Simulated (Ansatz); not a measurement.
The compound is CsReF3 (cubic perovskite) (Pm-3m).

The structure was built from a prototype and need not be the compound's stable phase.

```
Cs Re F
1.0
     0.00000   -4.26015    0.00000
     0.00000    0.00000    4.26015
    -4.26015    0.00000    0.00000
Cs Re F
1 1 3
Direct
  0.00000 0.00000 0.00000
  0.50000 0.50000 0.50000
  0.50000 0.50000 0.00000
  0.50000 0.00000 0.50000
  0.00000 0.50000 0.50000
```

The structure was relaxed with PBEsol. The structure type comes from a generator and need not be one that this composition takes. The structure was generated from a model, not taken from a measurement. The runs that relaxed it are not among those shown. The program's search for lower electronic states was switched off, so nothing shows that the state found is the lowest. Spin-orbit coupling is left out unless a run names it. PAW set soft_2, made with PBE.

A constrained-RPA run (Ansatz 0.2.0; non-magnetic PBEsol; Re t2g, bands v3 to v1, 4×4×4 mesh, medium accuracy) builds 3 functions on bands 1.9 eV wide, with 5.0 electrons in the window. The bare on-site interaction is 12.6 eV and the bare J 0.51 eV.

**Question.** What U and J survive the screening?

On the Re t2g shell, U = 4.30 eV (34 % of the bare value), U′ = 3.54 eV, J = 0.33 eV.

The parent state is non-magnetic and the interaction static (zero frequency); U depends on the window and the orbitals, so it belongs to this model alone. Spin-orbit coupling, which is strong for atoms this heavy, is left out.

[Paths, hosts, dates, memory and timing lines, banners, echoed tables and standing remarks are left out of the program output.]

[Logs are printed without paths, hosts, clocks, repeated set-up lines and the standing remarks that a program may print on its own settings, such as how far it seeks lower states.]

[Runs of the session that timed out or met a known fault of the program may be left out.]

[Hosts, paths, dates, database ids (printed as entryN), source tags and the programs' standing remarks are cut or masked in the printed files.]
